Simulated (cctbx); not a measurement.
## Accept or mend?

Cell a = 4.0190 Å, b = 3.9120 Å, c = 21.0410 Å, α = 90.00°, β = 90.00°, γ = 90.00°; space group Amm2 (no. 38).

Simulated single-crystal data (cctbx): Cu Kα, λ = 1.54184 Å, to d = 0.8 Å, 50 % of the full sphere, strongest reflection 20000 counts, noise from counting, a 4 % proportional error and a noise floor of 4 counts (s.d.); no absorption.

An anisotropic refinement with weights 1/σ² prints:

```text
Rint 0.033, 357 unique reflections to 0.80 A
cycle     R1     wR2    GooF  max shift (A)
   1  0.2168  0.4643  10.124   0.00000
final R1 0.2168 wR2 0.4643 GooF 10.124  parameters 32  data/parameter 11.2
atom        x        y        z      Ueq    occ   su(xyz)  su(Uiso or U11)
Ge1    0.00000  0.00000  0.23370   0.0039  1.000  0.00098  0.0076
Ge2    0.00000  0.50000  0.15883   0.0048  1.000  0.00094  0.0072
Ge3    0.00000  0.50000  0.38411   0.0043  1.000  0.00076  0.0075
Ge4    0.00000  0.50000  0.50022   0.0037  1.000  0.00083  0.0075
Ge5    0.50000  0.00000  0.38876   0.0042  1.000  0.00081  0.0060
Ge6    0.50000  0.50000  0.00096   0.0041  1.000  0.00089  0.0062
Ni1    0.00000  0.50000  0.05359   0.0044  1.000  0.00101  0.0101
Sc1    0.50000  0.50000  0.27875   0.0052  1.000  0.00162  0.0128
difference map: max 39.35 min -8.58 rms 2.24
Q1    0.5000  0.0000  0.1118    2   39.39  2.97 A from Ge2
Q2    0.5000  0.0000  0.7773    2   38.33  0.03 A from Sc1
Q3    0.0000  0.0000  0.8875    2   22.62  0.07 A from Ge3
Q4    0.0000  0.0000  0.6605    2   17.27  0.03 A from Ge2
Q5    0.0000  0.0000  0.2332    2   17.16  0.01 A from Ge1
Q6    0.5000  0.0000  0.3861    2   16.68  0.06 A from Ge5
```

Q: Accept it or mend it, and why?

Mend it. The fault: an atom left out, Sc at (1/2, 0, 0.1108). Against the right model at the same level, R1 goes from 0.0196 to 0.2168 and GooF from 0.99 to 10.12 and the top difference peak, 39.4 e/Å³, lies 2.97 Å from Ge2. Q1 is the missing atom. With scattering power missing, scale and phases suffer, so peaks may also grow on the heavy atoms.

The compound is Sc2NiGe6. The right model at the same level gives:

```text
Rint 0.033, 357 unique reflections to 0.80 A
cycle     R1     wR2    GooF  max shift (A)
   1  0.0198  0.0460   1.010   0.00180
   2  0.0196  0.0449   0.986   0.00000
final R1 0.0196 wR2 0.0449 GooF 0.986  parameters 36  data/parameter 9.9
atom        x        y        z      Ueq    occ   su(xyz)  su(Uiso or U11)
Ge1    0.00000  0.00000  0.23369   0.0037  1.000  0.00006  0.0007
Ge2    0.00000  0.50000  0.15886   0.0048  1.000  0.00006  0.0007
Ge3    0.00000  0.50000  0.38411   0.0043  1.000  0.00006  0.0007
Ge4    0.00000  0.50000  0.50022   0.0038  1.000  0.00006  0.0007
Ge5    0.50000  0.00000  0.38873   0.0042  1.000  0.00007  0.0007
Ge6    0.50000  0.50000  0.00092   0.0040  1.000  0.00007  0.0007
Ni1    0.00000  0.50000  0.05358   0.0044  1.000  0.00010  0.0008
Sc1    0.50000  0.00000  0.11137   0.0057  1.000  0.00016  0.0010
Sc2    0.50000  0.50000  0.27884   0.0048  1.000  0.00015  0.0011
Flack x: -0.04(2)
Hooft y: 0.004(35)  Bijvoet pairs: 145
difference map: max 0.60 min -0.52 rms 0.15
Q1    0.5000  0.0000  0.8922    2    0.62  1.96 A from Ge5
Q2    0.1079  0.2391  0.4440    8    0.62  1.62 A from Ge4
Q3    0.0000  0.0000  0.0521    2    0.61  1.09 A from Ge4
Q4    0.2768  0.0000  0.8651    4    0.57  1.18 A from Ge3
Q5    0.0000  0.0000  0.4439    2    0.56  2.29 A from Ge4
Q6    0.0000  0.0000  0.8419    2    0.52  0.89 A from Ge3
```

Isotropic U is held between 0.0001 and 1 Å² by the program, and listed peak heights are interpolated, so they can pass the grid's maximum.

The model is made up (kin elements in a known structure type, no relaxation), so it says nothing on whether the phase exists.

[Middle refinement cycles are left out of these outputs.]

[Logs are printed without paths, hosts, clocks, repeated set-up lines and the standing remarks that a program may print on its own settings, such as how far it seeks lower states.]
